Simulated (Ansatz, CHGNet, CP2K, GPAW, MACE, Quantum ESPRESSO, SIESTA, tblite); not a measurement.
# CP2K runs on glassy 77ZrO2-23SiO2 (mol %) (90 atoms), part 2 of 2

How do the settings of CP2K change the result for glassy 77ZrO2-23SiO2 (mol %) (90 atoms)? A plane-wave run serves as the yardstick.

Program: CP2K 2026.2; the method stands at each step. Banners, paths, timers and routine set-up lines are dropped from the logs unmarked, and long logs keep their key lines alone; longer cuts are marked.

So far. Step 2 (PBE, DZVP-MOLOPT-SR, 600/50 Ry, diagonalisation): Forces lie 6.2 % from the reference's, at 0.65 times its CPU time.

**3. PBE, SZV-MOLOPT-SR, 600/50 Ry, diagonalisation**

Method: Kohn-Sham DFT, PBE, GTH-PBE pseudopotentials, Gaussian and plane waves, SZV-MOLOPT-SR-GTH, diagonalisation.

Input file input.inp:

```
&GLOBAL
  PROJECT cell
  RUN_TYPE ENERGY_FORCE
  PRINT_LEVEL LOW
&END GLOBAL
&FORCE_EVAL
  METHOD QS
  STRESS_TENSOR ANALYTICAL
  &DFT
    BASIS_SET_FILE_NAME BASIS_MOLOPT
    POTENTIAL_FILE_NAME GTH_POTENTIALS
    &MGRID
      CUTOFF 600
      REL_CUTOFF 50
      NGRIDS 5
    &END MGRID
    &QS
      EPS_DEFAULT 1.0E-12
    &END QS
    &SCF
      SCF_GUESS ATOMIC
      EPS_SCF 5.0E-06
      MAX_SCF 200
      ADDED_MOS 14
      &DIAGONALIZATION
        ALGORITHM STANDARD
      &END DIAGONALIZATION
      &SMEAR ON
        METHOD FERMI_DIRAC
        ELECTRONIC_TEMPERATURE [K] 580
      &END SMEAR
      &MIXING
        METHOD BROYDEN_MIXING
        ALPHA 0.3
        NBROYDEN 12
      &END MIXING
      &PRINT
        &RESTART OFF
        &END RESTART
      &END PRINT
    &END SCF
    &XC
      &XC_FUNCTIONAL PBE
      &END XC_FUNCTIONAL
    &END XC
    &PRINT
      &MULLIKEN ON
      &END MULLIKEN
      &HIRSHFELD ON
        SHAPE_FUNCTION DENSITY
      &END HIRSHFELD
      &MO ON
        EIGENVALUES T
        OCCUPATION_NUMBERS T
        MO_INDEX_RANGE 321 344
        &EACH
          QS_SCF 0
        &END EACH
        ADD_LAST NUMERIC
      &END MO
    &END PRINT
  &END DFT
  &SUBSYS
    &CELL
      A 10.55091 0.00000 0.00000
      B 0.00000 10.55091 0.00000
      C 0.00000 0.00000 10.55091
    &END CELL
    &TOPOLOGY
      COORD_FILE_NAME structure.xyz
      COORD_FILE_FORMAT XYZ
    &END TOPOLOGY
    &KIND Zr
      BASIS_SET SZV-MOLOPT-SR-GTH-q12
      POTENTIAL GTH-PBE-q12
    &END KIND
    &KIND Si
      BASIS_SET SZV-MOLOPT-SR-GTH-q4
      POTENTIAL GTH-PBE-q4
    &END KIND
    &KIND O
      BASIS_SET SZV-MOLOPT-SR-GTH-q6
      POTENTIAL GTH-PBE-q6
    &END KIND
  &END SUBSYS
  &PRINT
    &FORCES ON
    &END FORCES
    &STRESS_TENSOR ON
    &END STRESS_TENSOR
  &END PRINT
&END FORCE_EVAL
```

Input file structure.xyz:

```xyz
90

Zr 1.36560 6.98196 1.93947
Zr 10.29463 2.10638 3.37925
Zr 2.44232 5.41346 5.24612
Zr 4.57667 6.88816 2.91258
Zr 0.90970 10.43295 1.19384
Zr 6.65488 6.36146 5.46115
Zr 4.04448 6.47256 7.92468
Zr 9.95510 3.73323 6.62059
Zr 9.71412 7.46540 6.57068
Zr 9.76993 7.89176 10.17350
Zr 6.86231 8.69268 7.86908
Zr 3.83779 4.46388 0.57650
Zr 4.07497 8.87363 10.45901
Zr 4.51579 9.79800 5.33749
Zr 8.30462 0.48640 5.75056
Zr 1.82109 8.86287 7.54559
Zr 8.50762 6.37834 2.94571
Zr 4.87610 1.07271 7.93312
Zr 0.61828 4.10874 0.43586
Zr 6.40693 6.43067 10.43158
[... 66 atom lines left out ...]
O 2.48569 10.05407 4.94247
O 5.71237 5.26311 7.16839
O 3.74336 9.96027 7.26662
O 0.99105 10.53793 8.34260
```

Started as:

```console
> OMP_NUM_THREADS=2 cp2k.psmp -i input.inp > output.txt
```

Numbers of over 12 decimals in the logs are rounded to 6 here.

The program printed:

```text
CP2K| version string:                                       CP2K version 2026.2
 CP2K| Input file name                                                 input.inp
 GLOBAL| Basis set file name                                        BASIS_MOLOPT
 GLOBAL| Potential file name                                      GTH_POTENTIALS
 GLOBAL| Run type                                                   ENERGY_FORCE
 GLOBAL| Total number of message passing processes                             1
 GLOBAL| Number of threads for this process                                    2
[... lines left out ...]
                        Smear method:                                FERMI_DIRAC
[... lines left out ...]
 Number of electrons:                                                        664
[... lines left out ...]
  Step     Update method      Time    Convergence         Total energy    Change
[... lines left out ...]
  *** SCF run converged in    16 steps ***
[... lines left out ...]
  Fermi energy:                                                 0.319093
  Total energy:                                             -2074.673576
  Total energy (extrapolated to T->0):                      -2074.673576
[... lines left out ...]
 MO| E(Fermi):            0.319093 a.u.          8.682950 eV
[... lines left out ...]
     90       O      3       6.000          6.359                        -0.359
  Total Charge                                                            0.001
 !-----------------------------------------------------------------------------!
 ENERGY| Total FORCE_EVAL ( QS ) energy [hartree]          -2074.673336
 FORCES| Atomic forces [hartree/bohr]
 FORCES|   Atom     x               y               z               |f|
 FORCES|      1 -2.44399856E-03  9.95776638E-03  1.36857020E-02   1.71005462E-02
 FORCES|      2  2.76974228E-02 -1.51034008E-02 -7.07364148E-03   3.23310431E-02
 FORCES|      3  1.10986423E-02 -4.01524372E-03 -1.30163100E-02   1.75706110E-02
[...]
FORCES|     89 -2.25806752E-02 -2.94744387E-02  6.72770407E-03   3.77344860E-02
 FORCES|     90 -4.46062214E-03 -4.67844603E-03 -6.24364840E-03   8.98711036E-03
 FORCES| Sum     3.28863916E-03 -8.13668066E-03  3.64829534E-03
 FORCES| Total atomic force                                       9.50425055E-03
 STRESS| Analytical stress tensor [bar]
 STRESS|                        x                   y                   z
 STRESS|      x        1.23475674270E+05   1.54684574445E+04   1.87461697235E+04
 STRESS|      y        1.54684574445E+04   9.63834324027E+04  -3.95382138404E+03
 STRESS|      z        1.87461697235E+04  -3.95382138404E+03   1.32163511958E+05
 STRESS| 1/3 Trace                                             1.17340872877E+05
```

It took 2.5 min on 2 threads of Arm Neoverse V1, shared host; peak memory 3.4 GiB.

Against the reference:

```yaml
r_m_s_force_component: 2.079 eV/Å
r_m_s_difference_of_force_components: 1060 meV/Å
longest_difference_of_force_vectors: 4553 meV/Å
force_difference_over_r_m_s_force: 79.38 %
slope_of_forces_against_the_reference_s: 1.397
correlation_of_force_components: 0.8973
spacing_of_highest_filled_and_lowest_empty_level: 2.47 eV
gap_difference: -0.7369 eV
pressure: 11.73 GPa
pressure_difference: 9.333 GPa
```

This is a coarse setting, run to see what it loses.

Against the first run (6.2 %), the force difference from the reference is 79 %, at 0.42 times the CPU time (on 2 against 4 cores), with 498 basis functions against 1469: the smaller basis costs accuracy.

**4. All runs compared**

Differences are against the plane-wave reference, forces as r.m.s. over components; share is that over the reference's r.m.s. force, slope the least-squares factor from reference forces to these. Total energies of different programs have different zeros and aren't compared.

```csv
run,"Δ force, r.m.s. (meV/Å)",share (%),slope,Δ pressure (GPa),Δ gap (eV),cores,CPU time,memory (GiB)
reference,-,-,-,-,-,4,17 min,3.9
"CP2K PBE, DZVP-MOLOPT-SR, 600/50 Ry, diagonalisation",82.2,6.16,0.978,0.223,-0.0981,4,11 min,6.2
"CP2K PBE, SZV-MOLOPT-SR, 600/50 Ry, diagonalisation (coarse)",1060,79.4,1.397,9.33,-0.737,2,4.6 min,3.4
```

Rows marked coarse were listed beforehand as settings not expected to be converged; some can still land near the reference.

CPU time is summed over cores on a shared host, where runs went side by side, so it is rough. Symmetry, cutoffs, thresholds, outputs and thread counts weren't matched or tuned between programs; memory under MPI is the largest rank's times the ranks.

A second geometry, displaced anew (every atom was moved at random, 0.06 Å r.m.s. a Cartesian component), gives an energy difference that all programs can be tested on. The reference puts it at 87.90 meV/atom.

```csv
run,energy less the first geometry's (meV/atom),error (meV/atom),force share at the second geometry (%)
"CP2K PBE, DZVP-MOLOPT-SR, 600/50 Ry, diagonalisation",86.39,-1.51,5.26
"CP2K PBE, SZV-MOLOPT-SR, 600/50 Ry, diagonalisation",112.3,24.4,46.8
```

**5. Outcome**

| Quantity | Value |
| --- | --- |
| nearest in forces | CP2K PBE, DZVP-MOLOPT-SR, 600/50 Ry, diagonalisation, 6.2 % |
| its CPU time | 11 min |

What this shows: The PBE run in local orbitals, coarse settings apart, differs by 6.2 % (CP2K PBE, DZVP-MOLOPT-SR, 600/50 Ry, diagonalisation); basis, grid and potentials can all enter. Runs with settings chosen to be coarse differ by 79 % (CP2K PBE, SZV-MOLOPT-SR, 600/50 Ry, diagonalisation), their programs' other errors included. One electronic-structure run takes under half the reference's CPU time: CP2K PBE, SZV-MOLOPT-SR, 600/50 Ry, diagonalisation, at 79 % in 4.6 min against 17 min, too far off to be of use; its pressure misses by +9.3 GPa. At the same functional, gaps differ from the reference's 3.21 eV by between -0.74 and -0.10 eV. In pressure, CP2K PBE, SZV-MOLOPT-SR, 600/50 Ry, diagonalisation misses by +9.3 GPa, at the same functional. The energy difference between the two geometries, 87.9 meV/atom in the reference, is met best by CP2K PBE, DZVP-MOLOPT-SR, 600/50 Ry, diagonalisation (-1.51) and worst by CP2K PBE, SZV-MOLOPT-SR, 600/50 Ry, diagonalisation (coarse) (+24.4). The reference's pressure holds the uncorrected Pulay stress of its 60 Ry basis, so small pressure differences, and their order, may be the reference's own error. The quench rate of 50 K/ps is many orders above laboratory rates, so the cell is likely richer in defects and strain than a real sample. The network of bonds at the start is that of the classical potential that made the cell, and needn't be the one that DFT or experiment would give. The reference's pressure of 2.4 GPa belongs to a cell and atoms that aren't relaxed at this level. The electronic-structure runs sample only Γ, in a cell whose shortest periodic width is 11 Å.

[Also dropped from logs without a mark: logging warnings of Python, and SIESTA's first energy breakdown and zero terms.]

[Logs are printed without paths, hosts, clocks, repeated set-up lines and the standing remarks that a program may print on its own settings, such as how far it seeks lower states.]

[Hosts, paths, dates, database ids (printed as entryN), source tags and the programs' standing remarks are cut or masked in the printed files.]
